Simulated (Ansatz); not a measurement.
# ZrB2 (P6/mmm): zone-centre modes under pressure

Aim: how do the optical modes of ZrB2 (P6/mmm) move with volume?

Main program and level: Ansatz 0.2.0; DFT LDA, scalar-relativistic, plane waves, PAW; PAW set soft_1.

Report form: the programs' logs are mostly left out.

## 1. Set-up

The structure is hexagonal, space group P6/mmm (No. 191). The conventional cell has a = 3.170 Å, b = 3.170 Å, c = 3.533 Å, α = 90.00°, β = 90.00°, γ = 120.00°. B has 3 B at 1.83 Å and 6 Zr at 2.54 Å nearest. Nearest to Zr lie 12 B at 2.54 Å. Farther neighbours are not listed.

## 2. A rough relaxation first

The start is far from rest, so a relaxation with loose tolerances brings it close first.

input.yaml reads:

```yaml
crystal:
  lattice:
    - [3.17, 0.0, 0.0]
    - [-1.585, 2.74530053, 0.0]
    - [0.0, 0.0, 3.533]
  atoms:
    - { symbol: B, position: [0.33333333, 0.66666667, 0.5] }
    - { symbol: B, position: [0.66666667, 0.33333333, 0.5] }
    - { symbol: Zr, position: [0.0, 0.0, 0.0] }
kpoints:
  mp_grid: { grid: [9, 9, 6] }
hamiltonian:
  xc: lda
  pseudopotentials: { kind: paw, azcp: { folder: soft_1 }, xc_functional: pbe }
scf:
  occupations: { method: gaussian, width: 0.1 }
output:
  forces: true
  stress: true
  eigenvalues: true
relax:
  adjacent_minimum: "off"
  f_tol: 0.05
  max_steps: 80
  cell: { stress_tol: 0.5 }
```

Started as:

```console
> ansatz run input.yaml --threads 4 --pin off --max-ram 10240MiB --backend cpu --events-out ev --progress --plain --runs-dir out
```

The job ended after 2.2 s (4 threads of Arm Neoverse V1, shared host; peak memory 0.3 GiB; 7.1 s of CPU time).

Step by step:

```csv
step,energy less that of the first step (eV),largest force component (eV/Å),pressure (GPa),volume (Å³)
1,0.0000,0.0000,-8.70,30.75
2,-0.0178,0.0000,4.55,29.15
3,-0.0303,0.0000,0.14,29.66
4,-0.0308,0.0000,-0.15,29.68
5*,-0.0302,0.0000,-0.18,29.68
```

Relaxation steps marked * repeat the geometry before them on a plane-wave basis chosen anew for their cell, so energy and pressure can jump there.

Forces are held to the 24 operations that the run works with; a distortion that breaks them can't arise in this run.

```csv
"conventional cell, symmetrised",before,after,change
a (Å),3.170,3.136,-1.1 %
b (Å),3.170,3.136,-1.1 %
c (Å),3.533,3.486,-1.3 %
volume (Å³/atom),10.25,9.89,-3.5 %
```

The relaxed structure:

```xyz
3
Lattice="3.1356 0.0000 0.0000 -1.5678 2.7155 0.0000 0.0000 0.0000 3.4863" Properties=species:S:1:pos:R:3 pbc="T T T"
B     0.0000    1.8103    1.7431
B     1.5678    0.9052    1.7431
Zr    0.0000    0.0000    0.0000
```

Numbers from this step:

```yaml
pressure: -0.1785 GPa
volume_per_atom: 9.895 Å³
gap_on_the_k_mesh: 0 eV
```

In this step the volume went from 10.25 to 9.89 Å³/atom.

## 3. Relaxation

Harmonic phonons are second derivatives at a point where the forces vanish, and they are wanted at zero stress, so atoms and cell are relaxed first.

input.yaml, the sections that differ from step 2:

```yaml
crystal:
  lattice:
    - [3.135569517, 0.0, 0.0]
    - [-1.5677847585, 2.7154828571, 0.0]
    - [0.0, 0.0, 3.4862944572]
  atoms:
    - { symbol: B, position: [0.3333333333, 0.6666666667, 0.5] }
    - { symbol: B, position: [0.6666666667, 0.3333333333, 0.5] }
    - { symbol: Zr, position: [0.0, 0.0, 0.0] }
kpoints:
  mp_grid: { grid: [15, 15, 12] }
relax:
  adjacent_minimum: "off"
  f_tol: 0.005
  max_steps: 80
  cell: { stress_tol: 0.05 }
# hamiltonian, scf, output: as in step 2
```

It took 5 s on 4 threads; peak memory 0.38 GiB.

Little changed from the start: no atom moved by 0.005 Å and no cell edge by 0.1 %.

Numbers from this step:

```yaml
pressure: -0.003728 GPa
volume_per_atom: 9.886 Å³
```

In this step the volume went from 9.89 to 9.89 Å³/atom.

## 4. Tight relaxation

Phonons need small forces and stress, so the relaxation is finished with tight tolerances on 15×15×12 k points.

input.yaml, the sections that differ from step 3:

```yaml
crystal:
  lattice:
    - [3.1327984606, 0.0, 0.0]
    - [-1.5663992303, 2.7130830518, 0.0]
    - [0.0, 0.0, 3.4894799151]
  atoms:
    - { symbol: B, position: [0.3333333333, 0.6666666667, 0.5] }
    - { symbol: B, position: [0.6666666667, 0.3333333333, 0.5] }
    - { symbol: Zr, position: [0.0, 0.0, 0.0] }
scf:
  occupations: { method: methfessel_paxton, width: 0.2 }
relax:
  adjacent_minimum: "off"
  f_tol: 0.001
  max_steps: 60
  cell: { stress_tol: 0.01 }
# kpoints, hamiltonian, output: as in step 3
```

Wall time 4 s (4 threads); peak memory 0.38 GiB; 13 s of CPU time.

Little changed from the start: no atom moved by 0.005 Å and no cell edge by 0.1 %.

This step gave:

- pressure: -0.003894 GPa

The forces vanish by symmetry and the pressure is -0.004 GPa, within the tolerances set. The cell now holds 9.89 Å³/atom.

## 5. Zone-centre response at rest

Phonons follow from the second derivative of the energy, found here by linear response.

The modes at rest are the reference of the series.

input.yaml, the sections that differ from step 4:

```yaml
crystal:
  lattice:
    - [3.1326863947, 0.0, 0.0]
    - [-1.5663431973, 2.7129859999, 0.0]
    - [0.0, 0.0, 3.4896774883]
  atoms:
    - { symbol: B, position: [0.3333333333, 0.6666666667, 0.5] }
    - { symbol: B, position: [0.6666666667, 0.3333333333, 0.5] }
    - { symbol: Zr, position: [0.0, 0.0, 0.0] }
output:
  eigenvalues: true
phonons:
  method: dfpt
# kpoints, hamiltonian, scf: as in step 4
# relax: removed
```

Wall time 17 s (4 threads); peak memory 0.81 GiB.

Numbers from this step:

```yaml
sum_rule_residual_before_enforcement: 5.26e-5 eV/Å²
point_group: 6/mmm
highest_optical_mode_at_the_zone_centre_no_lo_to_term: 796.6 cm⁻¹
lowest_optical_zone_centre_mode: 467.7 cm⁻¹
```

Patterns of degenerate modes are one choice out of their space. Modes at Γ, with each element's share of the kinetic energy:

```csv
mode,frequency (cm⁻¹),symmetry,B %,Zr %
1,0.0,acoustic,19,81
2,0.0,acoustic,19,81
3,0.0,acoustic,19,81
4,467.7,E1u,81,19
5,467.7,E1u,81,19
6,487.9,A2u,81,19
7,583.7,B1g,100,0
8,796.6,E2g,100,0
9,796.6,E2g,100,0
```

Displacements in mode 5 (467.7 cm⁻¹), the largest set to 1:
```
B1   1.00  0.00  0.00
B2   1.00  0.00  0.00
Zr3 -0.24  0.00  0.00
```

Displacements in mode 8 (796.6 cm⁻¹), the largest set to 1:
```
B1   1.00  0.00  0.00
B2  -1.00  0.00  0.00
Zr3  0.00  0.00  0.00
```

Before it was imposed, the acoustic sum rule was missed by 5.3e-5 eV/Å². Small misses are needed for a sound result but don't prove that mesh and cutoff are converged. The lowest optical mode is real, 468 cm⁻¹.

## 6. A member of the series: 1.06 times the volume at rest

The cell is set to 1.06 times the volume at rest, and shape and atoms relax at that volume.

input.yaml, the sections that differ from step 5:

```yaml
crystal:
  lattice:
    - [3.1916596265, 0.0, 0.0]
    - [-1.5958298132, 2.7640583168, 0.0]
    - [0.0, 0.0, 3.5636238683]
  atoms:
    - { symbol: B, position: [0.3333333333, 0.6666666667, 0.5] }
    - { symbol: B, position: [0.6666666667, 0.3333333333, 0.5] }
    - { symbol: Zr, position: [0.0, 0.0, 0.0] }
output:
  forces: true
  stress: true
  eigenvalues: true
relax:
  adjacent_minimum: "off"
  f_tol: 0.001
  max_steps: 60
  cell: { stress_tol: 0.01, fix: [volume] }
# kpoints, hamiltonian, scf: as in step 5
# phonons: removed
```

Elapsed: 4.5 s, on 4 threads; peak memory 0.38 GiB.

Little changed from the start: no atom moved by 0.005 Å and no cell edge by 0.1 %.

Numbers from this step:

```
pressure        : -13.54 GPa
volume per atom : 10.48 Å³
```

The forces vanish by symmetry, at a pressure of -13.54 GPa.

## 7. Zone-centre modes of the member: 1.06 times the volume at rest

The zone-centre modes follow for 1.06 times the volume at rest.

input.yaml, the sections that differ from step 6:

```yaml
crystal:
  lattice:
    - [3.1902878893, 0.0, 0.0]
    - [-1.5951439446, 2.7628703576, 0.0]
    - [0.0, 0.0, 3.5666890501]
  atoms:
    - { symbol: B, position: [0.3333333333, 0.6666666667, 0.5] }
    - { symbol: B, position: [0.6666666667, 0.3333333333, 0.5] }
    - { symbol: Zr, position: [0.0, 0.0, 0.0] }
output:
  eigenvalues: true
phonons:
  method: dfpt
# kpoints, hamiltonian, scf: as in step 6
# relax: removed
```

The job ended after 18 s (4 threads; peak memory 0.84 GiB; 65 s of CPU time).

This step gave:

```
sum-rule residual before enforcement                    : 1.50e-4 eV/Å²
highest optical mode at the zone centre (no LO-TO term) : 731.4 cm⁻¹
lowest optical zone-centre mode                         : 431.1 cm⁻¹
```

Patterns of degenerate modes are one choice out of their space. Modes at Γ, with each element's share of the kinetic energy:

```csv
mode,frequency (cm⁻¹),symmetry,B %,Zr %
1,0.0,acoustic,19,81
2,0.0,acoustic,19,81
3,0.0,acoustic,19,81
4,431.1,E1u,81,19
5,431.1,E1u,81,19
6,434.9,A2u,81,19
7,545.1,B1g,100,0
8,731.4,E2g,100,0
9,731.4,E2g,100,0
```

The lowest optical mode is real, 431 cm⁻¹, and the highest lies at 731.4 cm⁻¹.

For the highest optical mode at the zone centre (no LO-TO term), step 5 gave 797 cm⁻¹; this run, with volume ratio 1.06, gives 731 cm⁻¹ (-8 %).

## 8. A member of the series: 0.9 times the volume at rest

The cell is set to 0.9 times the volume at rest, and shape and atoms relax at that volume.

input.yaml, the sections that differ from step 7:

```yaml
crystal:
  lattice:
    - [3.0282077705, 0.0, 0.0]
    - [-1.5141038852, 2.6225048572, 0.0]
    - [0.0, 0.0, 3.3611686493]
  atoms:
    - { symbol: B, position: [0.3333333333, 0.6666666667, 0.5] }
    - { symbol: B, position: [0.6666666667, 0.3333333333, 0.5] }
    - { symbol: Zr, position: [0.0, 0.0, 0.0] }
output:
  forces: true
  stress: true
  eigenvalues: true
relax:
  adjacent_minimum: "off"
  f_tol: 0.001
  max_steps: 60
  cell: { stress_tol: 0.01, fix: [volume] }
# kpoints, hamiltonian, scf: as in step 7
# phonons: removed
```

Wall time 4.4 s (4 threads); peak memory 0.37 GiB.

Little changed from the start: no atom moved by 0.005 Å and no cell edge by 0.1 %.

This step gave:

| Quantity | Value |
| --- | --- |
| pressure | 33.73 GPa |
| volume per atom | 8.898 Å³ |

The forces vanish by symmetry, at a pressure of 33.73 GPa.

## 9. Modes of this member: 0.9 times the volume at rest

The zone-centre modes follow for 0.9 times the volume at rest.

input.yaml, the sections that differ from step 8:

```yaml
crystal:
  lattice:
    - [3.02883796, 0.0, 0.0]
    - [-1.51441898, 2.6230506173, 0.0]
    - [0.0, 0.0, 3.3597701244]
  atoms:
    - { symbol: B, position: [0.3333333333, 0.6666666667, 0.5] }
    - { symbol: B, position: [0.6666666667, 0.3333333333, 0.5] }
    - { symbol: Zr, position: [0.0, 0.0, 0.0] }
output:
  eigenvalues: true
phonons:
  method: dfpt
# kpoints, hamiltonian, scf: as in step 8
# relax: removed
```

Elapsed: 17 s, on 4 threads; peak memory 0.77 GiB.

This step gave:

* sum-rule residual before enforcement: 5.09e-5 eV/Å²
* highest optical mode at the zone centre (no LO-TO term): 920.9 cm⁻¹
* lowest optical zone-centre mode: 535.6 cm⁻¹

Patterns of degenerate modes are one choice out of their space. Modes at Γ, with each element's share of the kinetic energy:

```csv
mode,frequency (cm⁻¹),symmetry,B %,Zr %
1,0.0,acoustic,19,81
2,0.0,acoustic,19,81
3,0.0,acoustic,19,81
4,535.6,E1u,81,19
5,535.6,E1u,81,19
6,585.7,A2u,81,19
7,655.3,B1g,100,0
8,920.9,E2g,100,0
9,920.9,E2g,100,0
```

The lowest optical mode is real, 536 cm⁻¹, and the highest lies at 920.9 cm⁻¹.

Between step 5 and this run (volume ratio 0.9) the value for the highest optical mode at the zone centre (no LO-TO term) moves from 797 cm⁻¹ to 921 cm⁻¹ (+16 %).

## 10. All members side by side

The members are set side by side, also those not shown above.

Each row is one cell with its response, relaxed at fixed volume as far as symmetry leaves anything free; energies are extrapolated to zero smearing, and E0 is that at rest; shape and atoms are relaxed in each cell where symmetry leaves them free; all runs use 15×15×12 k points and Methfessel-Paxton smearing of 0.2 eV. State of the crystal along the series:

```csv
volume ratio,V (Å³/atom),pressure (GPa),E - E0 (meV/atom),first cell vector (Å),third cell vector (Å)
0.9,8.898,33.73,95.48,3.029,3.36
0.92,9.095,25.58,58.96,3.05,3.386
0.94,9.293,18.2,32.03,3.072,3.412
0.96,9.491,11.52,13.75,3.092,3.438
0.98,9.688,5.475,3.322,3.113,3.464
0.99,9.787,2.668,0.8145,3.123,3.477
1,9.886,-0.003894,0,3.133,3.49
1.02,10.08,-4.969,3.119,3.152,3.515
1.04,10.28,-9.467,12.07,3.171,3.541
1.06,10.48,-13.54,26.31,3.19,3.567
```

Each mode is tracked from rest by its pattern, and modes that stay within 0.3 cm⁻¹ of each other stand once; shape and atoms are relaxed in each cell where symmetry leaves them free; all runs use 15×15×12 k points and Methfessel-Paxton smearing of 0.2 eV. Optical modes along the series:

```csv
V (Å³/atom),mode 4 E1u (cm⁻¹),mode 6 A2u (cm⁻¹),mode 7 B1g (cm⁻¹),mode 8 E2g (cm⁻¹)
8.898,535.6,585.7,655.3,920.9
9.095,521.3,565.1,640.2,894.2
9.293,507.4,545,625.5,868.5
9.491,493.8,525.5,611.2,843.7
9.688,480.6,506.5,597.3,819.7
9.787,474.1,497.1,590.5,808
9.886,467.7,487.9,583.7,796.6
10.08,455.1,469.8,570.5,774.1
10.28,442.9,452.1,557.6,752.4
10.48,431.1,434.9,545.1,731.4
```

From cubic fits (parabolas where under five rows exist) of ln ω and P against ln V through the rows within about 4 % of rest: γ = −d ln ω / d ln V and dω/dP = γ ω / B. Slopes at rest:

```csv
mode,fitted frequency at rest (cm⁻¹),Grüneisen parameter γ,dω/dP (cm⁻¹/GPa)
mode 4 E1u,467.7,1.36,2.44
mode 6 A2u,487.9,1.88,3.51
mode 7 B1g,583.7,1.15,2.57
mode 8 E2g,796.6,1.43,4.37
```

## 11. Results

- members: 10
- highest optical mode at the zone centre (no LO-TO term), at rest: 796.6 cm⁻¹
- bulk modulus at rest: 261 GPa
- mode 4 E1u, γ: 1.36
- mode 6 A2u, γ: 1.88
- mode 7 B1g, γ: 1.15
- mode 8 E2g, γ: 1.43

**Reading.** The series spans -13.5 to 33.7 GPa, and the slope at rest gives a bulk modulus of 261 GPa. Among the modes in the table of slopes γ runs from 1.15 (mode 7 B1g) to 1.88 (mode 6 A2u). One k mesh and one cutoff serve the ground states and modes of all volumes. These are harmonic frequencies at zero temperature: anharmonic shifts, linewidths and thermal expansion are left out. With no gap, or one that is small against the smearing, the frequencies hang on the k mesh and the smearing, most of all near Kohn anomalies. The PAW files were made for PBE; the program adapts parts of them to the functional of the run, but their partial waves stay those of PBE, an approximation that was not tested in this session. Only the zone centre was solved, so an instability at another wavevector cannot show here.

[Logs are printed without paths, hosts, clocks, repeated set-up lines and the standing remarks that a program may print on its own settings, such as how far it seeks lower states.]

[Hosts, paths, dates, database ids (printed as entryN), source tags and the programs' standing remarks are cut or masked in the printed files.]
